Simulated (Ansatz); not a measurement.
# Gd3AlB: relaxing a made-up structure

This structure for Gd3AlB is made up. Its elements were placed in a known structure type with a cell scaled to their sizes. What cell does the guess relax to, and how far off was it?

Main program and level: Ansatz 0.2.0; DFT, PBEsol, plane-wave PAW, default files, scalar-relativistic, ferromagnetic start, cell and ions relaxed at zero pressure, in the first sound run; inputs show where later runs differ.

**1. The structure**

It takes space group Pm-3m (No. 221, cubic). Conventional cell: a = 4.882 Å, b = 4.882 Å, c = 4.882 Å, α = 90.00°, β = 90.00°, γ = 90.00°. Gd has 2 B at 2.44 Å and 8 Gd at 3.45 Å and 4 Al at 3.45 Å nearest. Nearest to Al lie 12 Gd at 3.45 Å. Nearest to B lie 6 Gd at 2.44 Å. Farther neighbours are not listed.

**2. Relaxing cell and atoms**

The guessed cell has no reason to be at equilibrium. It is relaxed with the atoms, within the space group of the guess.

File input.yaml:

```yaml
crystal:
  lattice:
    - [4.882, 0.0, 0.0]
    - [0.0, 4.882, 0.0]
    - [0.0, 0.0, 4.882]
  atoms:
    - { symbol: Gd, position: [0.0, 0.0, 0.5], spin: 7.0 }
    - { symbol: Gd, position: [0.0, 0.5, 0.0], spin: 7.0 }
    - { symbol: Gd, position: [0.5, 0.0, 0.0], spin: 7.0 }
    - { symbol: Al, position: [0.5, 0.5, 0.5] }
    - { symbol: B, position: [0.0, 0.0, 0.0] }
magnetization:
  spin_polarized: true
kpoints:
  mp_grid: { grid: [6, 6, 6] }
scf:
  occupations: { method: fermi_dirac, width: 0.05 }
hamiltonian:
  xc: pbesol
  pseudopotentials: { kind: paw }
relax:
  f_tol: 0.015
  max_steps: 70
  cell: {}
output:
  forces: true
  stress: true
```

The run is started by

```bash
$ ansatz run input.yaml --threads 4 --pin off --max-ram 10240MiB --backend cpu --events-out ev --progress --plain --runs-dir out
```

Numbers of over 12 decimals in the logs are rounded to 6 here.

Output:

```text
Engine: ansatz 0.2.0, x86_64-unknown-linux-gnu
Pseudopotentials: kind: paw
Pseudopotential: Gd, paw, valence charge 18, recommended cutoff 420 eV (normal), Gd.paw.azcp
Pseudopotential: Al, paw, valence charge 3, recommended cutoff 420 eV (normal), Al.paw.azcp
Pseudopotential: B, paw, valence charge 3, recommended cutoff 420 eV (normal), B.paw.azcp
Functional definition: PBEsol
  exchange = pbesol_x
  correlation = pbesol_c
Crystal: 5 atoms, lattice volume = 116.357 Å³
Basis set: ecut = 420 eV, 2301 PW (Γ), exchange–correlation on 72×72×72 points (8 copies of the dense FFT grid, shifted against one another)
Bands: 49, of which v1, the nominal top of the filled ones, is band 30 counted from 1 (29 counted from 0)
Symmetry: 48 space group operations
Space group: Pm-3m (ITA 221), of the structure as read, at distance tolerance 4.9e-5 Å
Magnetic group: BNS 221.92 (UNI 1594), of the structure as read, at distance tolerance 4.9e-5 Å
k-points: 20 of 216
Non-local potential: Gd, projectors of the file, l = 0: 3, l = 1: 2, l = 2: 2, l = 3: 3
Non-local potential: Al, projectors of the file, l = 0: 2, l = 1: 2, l = 2: 1
Non-local potential: B, projectors of the file, l = 0: 2, l = 1: 2, l = 2: 1
PAW form: soft (Blöchl's): semilocal exchange-correlation on the pseudo side does not see the compensation charge
PAW frozen core: Gd, regenerated for the run's functional, and the local potential with it (the file was generated under x = pbe(κ = 0.804, μ = 0.219515), c = pbe(β = 0.066725))
PAW frozen core: Al, regenerated for the run's functional, and the local potential with it (the file was generated under x = pbe(κ = 0.804, μ = 0.219515), c = pbe(β = 0.066725))
PAW frozen core: B, regenerated for the run's functional, and the local potential with it (the file was generated under x = pbe(κ = 0.804, μ = 0.219515), c = pbe(β = 0.066725))
PAW one-centre angular grid: Gd, 590 points (default); XC on 64 Gauss nodes
PAW one-centre angular grid: Al, 110 points (default); XC on 64 Gauss nodes
PAW one-centre angular grid: B, 110 points (default); XC on 64 Gauss nodes
Initial density: superposition of atomic densities (chi_scale 0.1, normalization cell, long waves kept (reshape's long-wave potential 0.00 eV rms))
Starting moments: Σ|m| = 21 μB on 3 of 5 sites
Initial wavefunctions: pseudopotential atomic-orbital guess
Functional: x = pbesol(κ = 0.804, μ = 0.123457), c = pbesol(β = 0.046)
SCF iter   1: F=—  HF=-28364.035863 eV  |F-HF|=—  |Δ(HF+E_count)|=         —  Δρ=4.81e-2 (↑3.35e-2 ↓4.81e-2)  dr2=1.75e1  dr2_m=3.95e-1  M=21.821 μB ∫|m|=21.858 μB  β_m=0.30  ethr=3.10e-3  ⟨swp⟩=6.1  Hψ=7151  notcnv=0
Mixer restart at iter 1: flushing history
preconditioner: auto → Kerker (q_TF=auto, 2.443 Å⁻¹)  [metal: Δε(μ)=0.014 eV  Ē_g=10.740 eV  σ=0.050 eV  W_gap=0.07  n_scr=26 (ndim 8)  ℏωp=25.3 eV  f_vac=0.000  D(μ)=6.70/eV (n_scr^D=80)]
spin=Collinear: Kerker preconditioning applied to the charge; magnetization (m = ρ↑ − ρ↓) channel mixes plain (no charge-response kernel on spin).
SCF iter   2: F=—  HF=-28362.333557 eV  |F-HF|=—  |Δ(HF+E_count)|=    1.70e0  Δρ=3.31e-2 (↑1.99e-2 ↓3.31e-2)  dr2=7.03e0  dr2_m=2.57e-1  M=21.845 μB ∫|m|=21.957 μB  β_m=0.57  ethr=3.10e-3  ⟨swp⟩=3.0  Hψ=3867  notcnv=0  defer=63
SCF iter   3: F=—  HF=-28361.528135 eV  |F-HF|=—  |Δ(HF+E_count)|=   8.05e-1  Δρ=1.21e-2 (↑5.01e-3 ↓1.21e-2)  dr2=2.43e-1  dr2_m=2.80e-2  M=21.714 μB ∫|m|=21.844 μB  β_m=0.65  ethr=3.10e-3  ⟨swp⟩=3.1  Hψ=3983  notcnv=0  defer=78
SCF iter   4: F=—  HF=-28361.632372 eV  |F-HF|=—  |Δ(HF+E_count)|=   1.04e-1  Δρ=6.06e-3 (↑4.16e-3 ↓6.06e-3)  dr2=3.43e-2  dr2_m=2.08e-2  M=21.712 μB ∫|m|=21.848 μB  β_m=0.82  ethr=4.05e-4  ⟨swp⟩=3.4  Hψ=4627  notcnv=0  defer=99
SCF iter   5: F=—  HF=-28361.658210 eV  |F-HF|=—  |Δ(HF+E_count)|=   2.58e-2  Δρ=1.61e-3 (↑8.17e-4 ↓1.61e-3)  dr2=9.30e-3  dr2_m=2.11e-4  M=21.688 μB ∫|m|=21.821 μB  β_m=0.80  ethr=5.72e-5  ⟨swp⟩=2.7  Hψ=3947  notcnv=0  defer=101
SCF iter   6: F=—  HF=-28361.657406 eV  |F-HF|=—  |Δ(HF+E_count)|=   8.04e-4  Δρ=3.70e-4 (↑2.60e-4 ↓3.70e-4)  dr2=9.15e-4  dr2_m=1.20e-5  M=21.688 μB ∫|m|=21.821 μB  β_m=0.90  ethr=1.55e-5  ⟨swp⟩=2.0  Hψ=3874  notcnv=0  defer=101
SCF iter   7: F=—  HF=-28361.657450 eV  |F-HF|=—  |Δ(HF+E_count)|=   4.36e-5  Δρ=7.99e-5 (↑5.36e-5 ↓7.99e-5)  dr2=2.09e-5  dr2_m=1.21e-6  M=21.688 μB ∫|m|=21.819 μB  β_m=0.95  ethr=1.53e-6  ⟨swp⟩=2.7  Hψ=3124  notcnv=0  defer=102
SCF iter   8: F=—  HF=-28361.657471 eV  |F-HF|=—  |Δ(HF+E_count)|=   2.15e-5  Δρ=2.13e-5 (↑1.69e-5 ↓2.13e-5)  dr2=3.11e-6  dr2_m=2.68e-8  M=21.687 μB ∫|m|=21.818 μB  β_m=0.97  ethr=3.49e-8  ⟨swp⟩=2.2  Hψ=2797  notcnv=0  defer=102
SCF iter   9: F=—  HF=-28361.657471 eV  |F-HF|=—  |Δ(HF+E_count)|=   4.37e-7  Δρ=4.44e-6 (↑3.50e-6 ↓4.44e-6)  dr2=1.21e-7  dr2_m=3.10e-9  M=21.687 μB ∫|m|=21.818 μB  β_m=0.99  ethr=5.18e-9  ⟨swp⟩=2.0  Hψ=2586  notcnv=0  defer=102
SCF iter  10: F=-28361.657471 eV  HF=-28361.657471 eV  |F-HF|=5.31e-10  |Δ(HF+E_count)|=   1.51e-8  Δρ=9.57e-7 (↑9.57e-7 ↓9.16e-7)  dr2=1.85e-9  dr2_m=5.73e-10  M=21.687 μB ∫|m|=21.818 μB  ethr=1.67e-10  ⟨swp⟩=2.9  Hψ=6467  notcnv=0
SCF 1 converged in 10 iterations: F = -28361.657471 eV  dr2 = 1.85e-9
  greatest PAW one-centre occupation: 0.999 electrons in one spin orbital (limit 2), on the Gd atom at site 2 (counted from 0), in its partial waves of l = 0
relax step   1: F+E_penalty+E_count = -28361.65747080 eV  Δ(F+E_penalty+E_count) = +0.000e0 eV  max|allowed force component| = 1.816e-29 eV/Å  Δτ_max = 0.0000 Å  P = +3.499 GPa  Ω = 116.357 Å³  (10 SCF iters, dr2 threshold 1.00e-7 eV, accepted)
Crystal: 5 atoms, lattice volume = 127.042 Å³
Basis set: ecut = 420 eV, 2517 PW (Γ), exchange–correlation on 72×72×72 points (8 copies of the dense FFT grid, shifted against one another)
Initial density: handed on by an earlier stage of this run
Starting moments: Σ|m| = 21 μB on 3 of 5 sites; this step starts from the density that it was given
Initial wavefunctions: those handed on with the density
iter 1 solved again at ethr=7.72e-4 eV; its pass at ethr=3.10e-3 eV (dr2=4.63e-1 eV) is discarded
SCF iter   1: F=—  HF=-28361.672868 eV  |F-HF|=—  |Δ(HF+E_count)|=         —  Δρ=1.86e-2 (↑1.14e-2 ↓1.86e-2)  dr2=4.68e-1  dr2_m=2.34e-1  M=21.585 μB ∫|m|=21.715 μB  β_m=0.30  ethr=7.72e-4  ⟨swp⟩=1.4  Hψ=11261  notcnv=0
preconditioner: auto → Kerker (q_TF=auto, 2.408 Å⁻¹)  [metal: Δε(μ)=0.026 eV  Ē_g=10.823 eV  σ=0.050 eV  W_gap=0.13  n_scr=26 (ndim 8)  ℏωp=24.2 eV  f_vac=0.000  D(μ)=5.00/eV (n_scr^D=32)]
[...]
SCF iter   2: F=—  HF=-28361.718335 eV  |F-HF|=—  |Δ(HF+E_count)|=   1.10e-3  Δρ=4.50e-3 (↑3.23e-3 ↓4.50e-3)  dr2=1.67e-2  dr2_m=1.59e-2  M=21.742 μB ∫|m|=21.884 μB  β_m=0.55  ethr=9.19e-5  ⟨swp⟩=1.8  Hψ=2510  notcnv=0
SCF iter   3: F=—  HF=-28361.722454 eV  |F-HF|=—  |Δ(HF+E_count)|=   4.12e-3  Δρ=1.19e-3 (↑6.29e-4 ↓1.19e-3)  dr2=4.77e-4  dr2_m=8.86e-4  M=21.722 μB ∫|m|=21.859 μB  β_m=0.55  ethr=2.78e-5  ⟨swp⟩=2.5  Hψ=3528  notcnv=0
SCF iter   4: F=—  HF=-28361.722728 eV  |F-HF|=—  |Δ(HF+E_count)|=   2.74e-4  Δρ=3.89e-4 (↑3.89e-4 ↓3.17e-4)  dr2=5.01e-5  dr2_m=1.31e-4  M=21.718 μB ∫|m|=21.853 μB  β_m=0.65  ethr=7.94e-7  ⟨swp⟩=2.0  Hψ=3638  notcnv=0
SCF iter   5: F=—  HF=-28361.722807 eV  |F-HF|=—  |Δ(HF+E_count)|=   7.88e-5  Δρ=5.72e-5 (↑5.72e-5 ↓5.71e-5)  dr2=5.83e-6  dr2_m=1.75e-6  M=21.715 μB ∫|m|=21.849 μB  β_m=0.78  ethr=8.35e-8  ⟨swp⟩=2.0  Hψ=3262  notcnv=0
SCF iter   6: F=—  HF=-28361.722812 eV  |F-HF|=—  |Δ(HF+E_count)|=   4.88e-6  Δρ=2.08e-5 (↑1.77e-5 ↓2.08e-5)  dr2=7.15e-7  dr2_m=2.60e-7  M=21.714 μB ∫|m|=21.847 μB  β_m=0.89  ethr=9.72e-9  ⟨swp⟩=2.2  Hψ=2914  notcnv=0
SCF iter   7: F=—  HF=-28361.722812 eV  |F-HF|=—  |Δ(HF+E_count)|=   6.60e-7  Δρ=5.70e-6 (↑5.70e-6 ↓2.50e-6)  dr2=2.93e-8  dr2_m=1.22e-8  M=21.714 μB ∫|m|=21.846 μB  β_m=0.95  ethr=1.19e-9  ⟨swp⟩=2.3  Hψ=3466  notcnv=0
SCF iter   8: F=-28361.722812 eV  HF=-28361.722812 eV  |F-HF|=4.31e-9  |Δ(HF+E_count)|=   1.76e-8  Δρ=1.74e-6 (↑9.68e-7 ↓1.74e-6)  dr2=4.08e-9  dr2_m=1.47e-9  M=21.714 μB ∫|m|=21.846 μB  ethr=4.89e-11  ⟨swp⟩=2.1  Hψ=6277  notcnv=0
SCF 3 converged in 8 iterations: F = -28361.722812 eV  dr2 = 4.08e-9
relax step   3: F+E_penalty+E_count = -28361.72281240 eV  Δ(F+E_penalty+E_count) = -2.704e-2 eV  max|allowed force component| = 7.586e-30 eV/Å  Δτ_max = 0.0000 Å  P = -0.129 GPa  Ω = 123.054 Å³  energy of the carried Pulay correction = -2.030e-3 eV  (8 SCF iters, dr2 threshold 5.00e-7 eV, accepted)
[...]
relax step   4: F+E_penalty+E_count = -28361.72300320 eV  Δ(F+E_penalty+E_count) = -1.908e-4 eV  max|allowed force component| = 1.283e-29 eV/Å  Δτ_max = 0.0000 Å  P = +0.005 GPa  Ω = 122.775 Å³  energy of the carried Pulay correction = -1.947e-3 eV  (6 SCF iters, dr2 threshold 4.17e-8 eV, accepted)
Initial wavefunctions: pseudopotential atomic-orbital guess (no wavefunctions were taken with the density)
iter 1 solved again at ethr=5.83e-8 eV; its pass at ethr=3.10e-3 eV (dr2=3.50e-5 eV) is discarded
SCF iter   1: F=—  HF=-28361.725410 eV  |F-HF|=—  |Δ(HF+E_count)|=         —  Δρ=5.70e-5 (↑2.52e-5 ↓5.70e-5)  dr2=5.00e-7  dr2_m=1.29e-6  M=21.713 μB ∫|m|=21.845 μB  β_m=0.65  ethr=5.83e-8  ⟨swp⟩=4.2  Hψ=13766  notcnv=0
preconditioner: auto → Kerker (q_TF=auto, 2.421 Å⁻¹)  [metal: Δε(μ)=0.008 eV  Ē_g=10.878 eV  σ=0.050 eV  W_gap=0.04  n_scr=26 (ndim 8)  ℏωp=24.6 eV  f_vac=0.000  D(μ)=5.09/eV (n_scr^D=32)]
spin=Collinear: Kerker preconditioning applied to the charge; magnetization (m = ρ↑ − ρ↓) channel mixes plain (no charge-response kernel on spin).
SCF iter   2: F=—  HF=-28361.725411 eV  |F-HF|=—  |Δ(HF+E_count)|=   9.59e-7  Δρ=2.31e-5 (↑1.31e-5 ↓2.31e-5)  dr2=2.95e-7  dr2_m=1.92e-7  M=21.713 μB ∫|m|=21.845 μB  β_m=0.58  ethr=8.33e-10  ⟨swp⟩=2.0  Hψ=3158  notcnv=0
SCF iter   3: F=—  HF=-28361.725411 eV  |F-HF|=—  |Δ(HF+E_count)|=   2.76e-7  Δρ=6.67e-6 (↑2.73e-6 ↓6.67e-6)  dr2=9.45e-9  dr2_m=1.54e-8  M=21.713 μB ∫|m|=21.845 μB  β_m=0.56  ethr=4.92e-10  ⟨swp⟩=2.0  Hψ=2892  notcnv=0
SCF iter   4: F=—  HF=-28361.725411 eV  |F-HF|=—  |Δ(HF+E_count)|=   3.66e-9  Δρ=8.41e-7 (↑8.41e-7 ↓7.54e-7)  dr2=2.65e-9  dr2_m=1.40e-10  M=21.713 μB ∫|m|=21.845 μB  β_m=0.64  ethr=1.58e-11  ⟨swp⟩=2.0  Hψ=3180  notcnv=0
SCF iter   5: F=—  HF=-28361.725411 eV  |F-HF|=—  |Δ(HF+E_count)|=   2.97e-9  Δρ=2.35e-7 (↑2.30e-7 ↓2.35e-7)  dr2=1.63e-10  dr2_m=1.89e-11  M=21.713 μB ∫|m|=21.845 μB  β_m=0.82  ethr=4.42e-12  ⟨swp⟩=2.4  Hψ=3045  notcnv=0
SCF iter   6: F=—  HF=-28361.725411 eV  |F-HF|=—  |Δ(HF+E_count)|=  8.37e-10  Δρ=2.97e-7 (↑8.82e-8 ↓2.97e-7)  dr2=8.74e-11  dr2_m=3.15e-11  M=21.713 μB ∫|m|=21.845 μB  β_m=0.91  ethr=1.00e-12  ⟨swp⟩=2.1  Hψ=2855  notcnv=0
SCF iter   7: F=—  HF=-28361.725411 eV  |F-HF|=—  |Δ(HF+E_count)|=  3.35e-10  Δρ=6.76e-8 (↑5.85e-8 ↓6.76e-8)  dr2=3.78e-12  dr2_m=3.96e-12  M=21.713 μB ∫|m|=21.845 μB  β_m=0.96  ethr=1.00e-12  ⟨swp⟩=2.3  Hψ=3081  notcnv=0
SCF iter   8: F=-28361.725411 eV  HF=-28361.725411 eV  |F-HF|=2.18e-11  |Δ(HF+E_count)|=  1.82e-11  Δρ=2.10e-8 (↑5.39e-9 ↓2.10e-8)  dr2=5.94e-13  dr2_m=1.47e-13  M=21.713 μB ∫|m|=21.845 μB  ethr=1.00e-12  ⟨swp⟩=3.0  Hψ=6104  notcnv=0
SCF 5 converged in 8 iterations: F = -28361.725411 eV  dr2 = 5.94e-13
relax step   5: F+E_penalty+E_count = -28361.72541105 eV  Δ(F+E_penalty+E_count) = -2.408e-3 eV  max|allowed force component| = 5.856e-30 eV/Å  Δτ_max = 0.0000 Å  P = +0.031 GPa  Ω = 122.775 Å³  stress off target by 3.08e-2 GPa  SCF on the basis re-selected at this cell (its energy is not comparable with the rows above)  (8 SCF iters)
basis re-selected at this cell: Δ(F+E_penalty+E_count) = -2.408e-3 eV, ΔP = +0.025 GPa vs the last step (what re-selecting the basis moved, of the pressure what is left beyond the Pulay correction that the steps carried, after the strain that the cell walked since its last selection, with what the two solves' SCF thresholds leave and, on support functions, any second-order correction that the steps lacked; it is no m [...]
SCF converged after 8 iterations
Magnetization: 21.7132 μB (40.8566 up, 19.1434 down)
Absolute magnetization: 21.8452 μB (∫|ρ↑−ρ↓|, with the PAW one-centre terms)
Spin contamination: 0.0587 ħ² per cell (⟨S²⟩ above its minimum at these occupations)
Per-site moments (μB) at R_I (Å): [(6.889209, 1.025094), (6.889209, 1.025094), (6.889209, 1.025094), (0.013584, 1.449702), (-0.052604, 1.025094)]
Free energy (F): -28361.725411 eV
Harris-Foulkes:  -28361.725411 eV  (|F-HF|=2.18e-11)
Internal energy: -28361.683090 eV  (E = F + TS)
E sigma→0 (E₀):  -28361.704250 eV
Entropy (-TS):   -0.042321 eV (-8.464 meV/atom)
Fermi energy:    10.708779 eV
--- Per-component energies (eV) ---
  E_band       = -100.999551
  E_kinetic    = 1280.457936
  E_local      = -7183.535364  (includes V_loc(G=0)·N_el)
  E_nonlocal   = 899.585171
  E_hartree    = 3024.929108
  E_xc         = -765.124686
  E_vxc        = -822.960768  (∫ρ·V_xc dr)
  E_paw        = -19571.186841  (= ΣΔE_a)
  E_vpaw       = -324.404657  (= ΣTr[D̂ρ^β])
  E_aug_tail   = -0.000005  (compensation charges beyond the density's cutoff)
  E_ewald      = -6048.825771
  E_core_change = 2.017362  (= ΣΔE_core)
  E_smearing   = -0.042321  (= −TS)
  E_closure    = 0.000000  (closes the sum)
  Σ components = -28361.725411   (vs F -28361.725411, Δ=0.00e0)
--- Forces (eV/Å), atoms counted from 1 ---
  atom   1  Gd    -0.00000000     0.00000000     0.00000000
  atom   2  Gd     0.00000000     0.00000000     0.00000000
  atom   3  Gd    -0.00000000    -0.00000000     0.00000000
  atom   4  Al     0.00000000    -0.00000000     0.00000000
  atom   5  B      0.00000000    -0.00000000     0.00000000
  max |Σ_I F_I| component: 7.54e-30 eV/Å
--- Stress (GPa, compression-positive) ---
        0.030812       0.000000       0.000000
        0.000000       0.030812       0.000000
        0.000000       0.000000       0.030812
  P = ⅓ Tr σ = 0.0308 GPa (0.308 kbar)
--- Relaxed structure (4 steps of the walk, 4 accepted, 1 SCFs on fresh bases) ---
  F+E_penalty+E_count = -28361.72541105 eV   max|allowed force component| = 5.856e-30 eV/Å   (the final SCF, on the basis selected at the relaxed cell)
  cell:  # Å, volume = 122.7747 Å³
    - [4.970152, 0, 0]
    - [0, 4.970152, 0]
    - [0, 0, 4.970152]
  atoms:
    - { symbol: Gd, position: [0, 0, 0.5] }
    - { symbol: Gd, position: [0, 0.5, 0] }
    - { symbol: Gd, position: [0.5, 0, 0] }
    - { symbol: Al, position: [0.5, 0.5, 0.5] }
    - { symbol: B, position: [0, 0, 0] }
```

Run time: 18 s. Hardware: 4 threads of Intel Xeon Platinum 8488C (Sapphire Rapids), shared host; peak memory 0.65 GiB; 62 s of CPU time.

The steps of the relaxation:

| step | energy less that of the first step (eV) | largest force component (eV/Å) | pressure (GPa) | volume (Å³) |
| --- | --- | --- | --- | --- |
| 1 | 0.0000 | 0.0000 | 3.50 | 116.36 |
| 2 | -0.0383 | 0.0000 | -1.91 | 127.04 |
| 3 | -0.0653 | 0.0000 | -0.13 | 123.05 |
| 4 | -0.0655 | 0.0000 | 0.01 | 122.77 |
| 5* | -0.0679 | 0.0000 | 0.03 | 122.77 |

Relaxation steps marked * repeat the geometry before them on a plane-wave basis chosen anew for their cell, so energy and pressure can jump there.

Forces are held to the 48 operations that the run works with; a distortion that breaks them can't arise in this run.

| conventional cell, symmetrised | before | after | change |
| --- | --- | --- | --- |
| a (Å) | 4.882 | 4.970 | +1.8 % |
| b (Å) | 4.882 | 4.970 | +1.8 % |
| c (Å) | 4.882 | 4.970 | +1.8 % |
| volume (Å³/atom) | 23.27 | 24.55 | +5.5 % |

Final coordinates:

```xyz
5
Lattice="4.9702 0.0000 0.0000 0.0000 4.9702 0.0000 0.0000 0.0000 4.9702" Properties=species:S:1:pos:R:3 pbc="T T T"
Gd    0.0000    0.0000    2.4851
Gd    0.0000    2.4851    0.0000
Gd    2.4851    0.0000    0.0000
Al    2.4851    2.4851    2.4851
B     0.0000    0.0000    0.0000
```

Numbers from this step:

| Quantity | Value |
| --- | --- |
| free energy | -28361.7254 eV |
| energy at zero smearing | -28361.7043 eV |
| smearing term TS | 0.04232 eV |
| Fermi energy | 10.71 eV |
| magnetization | 21.71 μB |
| absolute magnetization | 21.85 μB |
| site moments | 6.889, 6.889, 6.889, 0.01358, -0.05260 μB |
| electrons | 60 |
| symmetry operations | 48 |
| pressure | 0.03081 GPa |

Site moment by atom:

| atom | site moment (μB) |
| --- | --- |
| Gd1 | 6.89 |
| Gd2 | 6.89 |
| Gd3 | 6.89 |
| Al4 | 0.01 |
| B5 | -0.05 |

The shortest distance of each pair, which need not be the same contact before and after:

| pair | guess (Å) | relaxed (Å) |
| --- | --- | --- |
| B–Gd | 2.441 | 2.485 |
| Gd–Gd | 3.452 | 3.514 |
| Al–Gd | 3.452 | 3.514 |
| Al–B | 4.228 | 4.304 |
| Al–Al | 4.882 | 4.970 |

The relaxation ends with a pressure of 0.03 GPa.

(Part 1 of 2 ends here.)

[Logs are printed without paths, hosts, clocks, repeated set-up lines and the standing remarks that a program may print on its own settings, such as how far it seeks lower states.]

[Hosts, paths, dates, database ids (printed as entryN), source tags and the programs' standing remarks are cut or masked in the printed files.]
